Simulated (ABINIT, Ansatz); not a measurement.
# Lattice dynamics of Ba (Pm-3m) in two programs

How does Ba (Pm-3m) vibrate, and is this structure a minimum?

Calculated with ABINIT 10.8.3; DFT LDA, scalar-relativistic, plane waves, PseudoDojo norm-conserving pseudopotentials.

This is not the structure that Ba takes at ambient pressure and room temperature (bcc); it is a model or a phase of other conditions.

## 1. The starting structure

It takes space group Pm-3m (No. 221, cubic). The conventional cell has a = 3.705 Å, b = 3.705 Å, c = 3.705 Å, α = 90.00°, β = 90.00°, γ = 90.00°. Nearest to Ba lie 6 Ba at 3.71 Å.

## 2. Relaxing the cell and atoms

The harmonic expansion needs vanishing forces, and a free crystal bears no stress, so cell and atoms are brought to rest. Stress is more sensitive to the basis than forces are: the last 3 Ha under the cutoff are smoothed with ecutsm, and the cutoff is raised above that of the later runs.

The starting cell comes from a relaxation made beforehand in Ansatz (LDA, PseudoDojo NC).

relax.abi

```
# relaxation
ionmov 2
optcell 2
dilatmx 1.08
ntime 40
tolmxf 1.0d-05
tolvrs 1.0d-14
prtwf 0
prtden 0
chksymtnons 0

# basis, mesh and filling
ecut 28.0
ecutsm 3.0
ngkpt 10 10 10
nshiftk 1
shiftk 0.0 0.0 0.0
istwfk *1
occopt 7
tsmear 0.01
nband 11
nstep 100
diemac 1000000.0
prtebands 0
prtgsr 0
useylm 1

# cell and atoms
acell 7.001622015 7.001622015 7.001622015
rprim 
    1.0 0.0 0.0
    0.0 1.0 0.0
    0.0 0.0 1.0
ntypat 1
znucl 56
natom 1
typat 1
xred 
    0.5 0.5 0.5
pp_dirpath "./pseudo"
pseudos "Ba.upf"
```

Started as:

```sh
> OMP_NUM_THREADS=1 mpirun -n 4 abinit relax.abi > relax.log
```

Numbers of over 12 decimals in the logs are rounded to 6 here.

relax.abo, the main output file:

```text
[banners, grids, parts of the stress and lines that vanish by symmetry left out]
- input  file    -> relax.abi
- output file    -> relax.abo
- root for input  files -> relaxi
[...]
Symmetries : space group Pm -3 m (#221); Bravais cP (primitive cubic)
[...]
mpw =        3112          nfft =       64000          nkpt =          56
[...]
== DATASET  1 ==================================================================
[...]
cutoff_energies: {ecut:  28.0, pawecutdg:  -1.0, }
[...]
ETOT  1  -28.146349779465    -2.815E+01 2.796E-02 2.867E+00
 ETOT  2  -28.159123389232    -1.277E-02 2.148E-03 4.769E-02
 ETOT  3  -28.159126616181    -3.227E-06 2.733E-04 2.926E-03
 ETOT  4  -28.159126847295    -2.311E-07 4.039E-04 4.165E-05
 ETOT  5  -28.159126851006    -3.711E-09 6.410E-04 6.577E-07
[...]
At SCF step    9       vres2   =  5.27E-15 < tolvrs=  1.00E-14 =>converged.
[...]
sigma(1 1)= -6.76069578E-06  sigma(3 2)=  0.00000000E+00
  sigma(2 2)= -6.76069578E-06  sigma(3 1)=  0.00000000E+00
  sigma(3 3)= -6.76069578E-06  sigma(2 1)=  0.00000000E+00
[...]
convergence: {deltae: -1.194E-12, res2:  5.271E-15, residm:  1.259E-04, diffor: null, }
etotal    :  -2.81591269E+01
[...]
ETOT  1  -28.159127837237    -2.816E+01 3.006E-05 4.460E-03
[...]
At SCF step    8       vres2   =  2.94E-16 < tolvrs=  1.00E-14 =>converged.
[...]
sigma(1 1)= -6.55510283E-06  sigma(3 2)=  0.00000000E+00
  sigma(2 2)= -6.55510283E-06  sigma(3 1)=  0.00000000E+00
  sigma(3 3)= -6.55510283E-06  sigma(2 1)=  0.00000000E+00
[...]
convergence: {deltae: -2.203E-13, res2:  2.935E-16, residm:  6.779E-06, diffor: null, }
etotal    :  -2.81591282E+01
[...]
ETOT  1  -28.158724218882    -2.816E+01 2.407E-05 4.757E+00
[...]
At SCF step    9       vres2   =  5.98E-15 < tolvrs=  1.00E-14 =>converged.
[...]
sigma(1 1)= -1.19227436E-07  sigma(3 2)=  0.00000000E+00
  sigma(2 2)= -1.19227436E-07  sigma(3 1)=  0.00000000E+00
  sigma(3 3)= -1.19227436E-07  sigma(2 1)=  0.00000000E+00
[...]
convergence: {deltae:  1.599E-13, res2:  5.983E-15, residm:  3.809E-06, diffor: null, }
etotal    :  -2.81591508E+01
[...]
ETOT  1  -28.159150603252    -2.816E+01 4.087E-06 1.700E-03
[...]
ETOT  7  -28.159150758445     8.491E-13 4.281E-07 1.598E-14
 ETOT  8  -28.159150758445     6.963E-13 1.744E-06 1.317E-16
 At SCF step    8       vres2   =  1.32E-16 < tolvrs=  1.00E-14 =>converged.
[...]
sigma(1 1)= -2.25060487E-09  sigma(3 2)=  0.00000000E+00
  sigma(2 2)= -2.25060487E-09  sigma(3 1)=  0.00000000E+00
  sigma(3 3)= -2.25060487E-09  sigma(2 1)=  0.00000000E+00
[...]
convergence: {deltae:  6.963E-13, res2:  1.317E-16, residm:  1.744E-06, diffor: null, }
etotal    :  -2.81591508E+01
[...]
At Broyd/MD step   4, gradients are converged :
[...]
sigma(1 1)= -2.25060487E-09  sigma(3 2)=  0.00000000E+00
  sigma(2 2)= -2.25060487E-09  sigma(3 1)=  0.00000000E+00
  sigma(3 3)= -2.25060487E-09  sigma(2 1)=  0.00000000E+00
[...]
- sigma(1 1)= -6.62150813E-05  sigma(3 2)=  0.00000000E+00
- sigma(2 2)= -6.62150813E-05  sigma(3 1)=  0.00000000E+00
- sigma(3 3)= -6.62150813E-05  sigma(2 1)=  0.00000000E+00
[...]
fcart     -0.0000000000E+00 -0.0000000000E+00 -0.0000000000E+00
           strten     -2.2506048674E-09 -2.2506048687E-09 -2.2506048691E-09
================================================================================

[key lines of the parts left out:]
pressure_GPa:   6.6215E-05
Total energy (etotal) [Ha]= -2.81591507584446E+01
```

Elapsed: 29 s, on 4 MPI ranks of Intel Xeon 6975P-C (Granite Rapids), shared host.

Step by step:

| step | energy less that of the first step (eV) | largest force (eV/Å) | volume (Å³) |
| --- | --- | --- | --- |
| 1 | 0.0000 | 0.0000 | 50.86 |
| 2 | 0.0000 | 0.0000 | 50.89 |
| 3 | -0.0006 | 0.0000 | 51.91 |
| 4 | -0.0007 | 0.0000 | 51.93 |

| conventional cell, symmetrised | before | after | change |
| --- | --- | --- | --- |
| a (Å) | 3.705 | 3.731 | +0.7 % |
| b (Å) | 3.705 | 3.731 | +0.7 % |
| c (Å) | 3.705 | 3.731 | +0.7 % |
| volume (Å³/atom) | 50.86 | 51.93 | +2.1 % |

The relaxed structure:

```xyz
1
Lattice="3.7308 0.0000 0.0000 0.0000 3.7308 0.0000 0.0000 0.0000 3.7308" Properties=species:S:1:pos:R:3 pbc="T T T"
Ba    1.8654    1.8654    1.8654
```

Read from the output:

* volume per atom: 51.93 Å³
* pressure: 6.62e-5 GPa
* gap on the k-mesh: 0 eV

The volume changes by +2.1 % from the cell with which this run began.

## 3. Self-consistent run for the response

First-order wavefunctions inherit every error of the ground state, hence the very tight tolvrs. Occupations are smeared.

gs.abi

```
# ground state
tolvrs 1.0d-16
prtden 1
prtwf 1

# basis, mesh and filling
ecut 21.5
ngkpt 10 10 10
nshiftk 1
shiftk 0.0 0.0 0.0
istwfk *1
occopt 7
tsmear 0.01
nband 11
nstep 100
diemac 1000000.0
prtebands 0
prtgsr 0
useylm 1

# cell and atoms
acell 7.05011694 7.05011694 7.05011694
rprim 
    1.0 0.0 0.0
    0.0 1.0 0.0
    0.0 0.0 1.0
ntypat 1
znucl 56
natom 1
typat 1
xred 
    0.5 0.5 0.5
pp_dirpath "./pseudo"
pseudos "Ba.upf"
```

Started as:

```sh
> OMP_NUM_THREADS=1 mpirun -n 4 abinit gs.abi > gs.log
```

gs.abo, the main output file:

```text
[banners, grids, parts of the stress and lines that vanish by symmetry left out]
- input  file    -> gs.abi
- output file    -> gs.abo
- root for input  files -> gsi
[...]
Symmetries : space group Pm -3 m (#221); Bravais cP (primitive cubic)
[...]
mpw =        1743          nfft =       27000          nkpt =          56
[...]
== DATASET  1 ==================================================================
[...]
cutoff_energies: {ecut:  21.5, pawecutdg:  -1.0, }
[...]
ETOT  1  -28.148159483499    -2.815E+01 2.253E-02 1.108E+00
 ETOT  2  -28.159132317874    -1.097E-02 6.341E-03 1.794E-02
 ETOT  3  -28.159135410361    -3.092E-06 8.325E-04 1.651E-03
 ETOT  4  -28.159135715362    -3.050E-07 3.470E-04 1.783E-05
 ETOT  5  -28.159135718871    -3.509E-09 5.730E-05 4.378E-07
[...]
ETOT  9  -28.159135718998    -7.780E-13 1.421E-05 3.776E-15
 ETOT 10  -28.159135718998     3.979E-13 1.339E-05 1.643E-17
 At SCF step   10       vres2   =  1.64E-17 < tolvrs=  1.00E-16 =>converged.
[...]
sigma(1 1)=  3.57228197E-07  sigma(3 2)=  0.00000000E+00
  sigma(2 2)=  3.57228197E-07  sigma(3 1)=  0.00000000E+00
  sigma(3 3)=  3.57228197E-07  sigma(2 1)=  0.00000000E+00
[...]
convergence: {deltae:  3.979E-13, res2:  1.643E-17, residm:  1.339E-05, diffor: null, }
etotal    :  -2.81591357E+01
[...]
sigma(1 1)=  3.57228197E-07  sigma(3 2)=  0.00000000E+00
  sigma(2 2)=  3.57228197E-07  sigma(3 1)=  0.00000000E+00
  sigma(3 3)=  3.57228197E-07  sigma(2 1)=  0.00000000E+00
[...]
- sigma(1 1)=  1.05100164E-02  sigma(3 2)=  0.00000000E+00
- sigma(2 2)=  1.05100164E-02  sigma(3 1)=  0.00000000E+00
- sigma(3 3)=  1.05100164E-02  sigma(2 1)=  0.00000000E+00
[...]
fcart     -0.0000000000E+00 -0.0000000000E+00 -0.0000000000E+00
           strten      3.5722819714E-07  3.5722819714E-07  3.5722819714E-07
================================================================================

[key lines of the parts left out:]
pressure_GPa:  -1.0510E-02
```

It took 5.5 s on 4 MPI ranks.

This step gave:

```
pressure : -0.01051 GPa
```

The cell stands at -0.011 GPa, close enough for phonons.

(Continued in part 2 of 4.)

[Host names and launcher messages were left out of these logs when they were recorded.]

[Logs are printed without paths, hosts, clocks, repeated set-up lines and the standing remarks that a program may print on its own settings, such as how far it seeks lower states.]

[Hosts, paths, dates, database ids (printed as entryN), source tags and the programs' standing remarks are cut or masked in the printed files.]
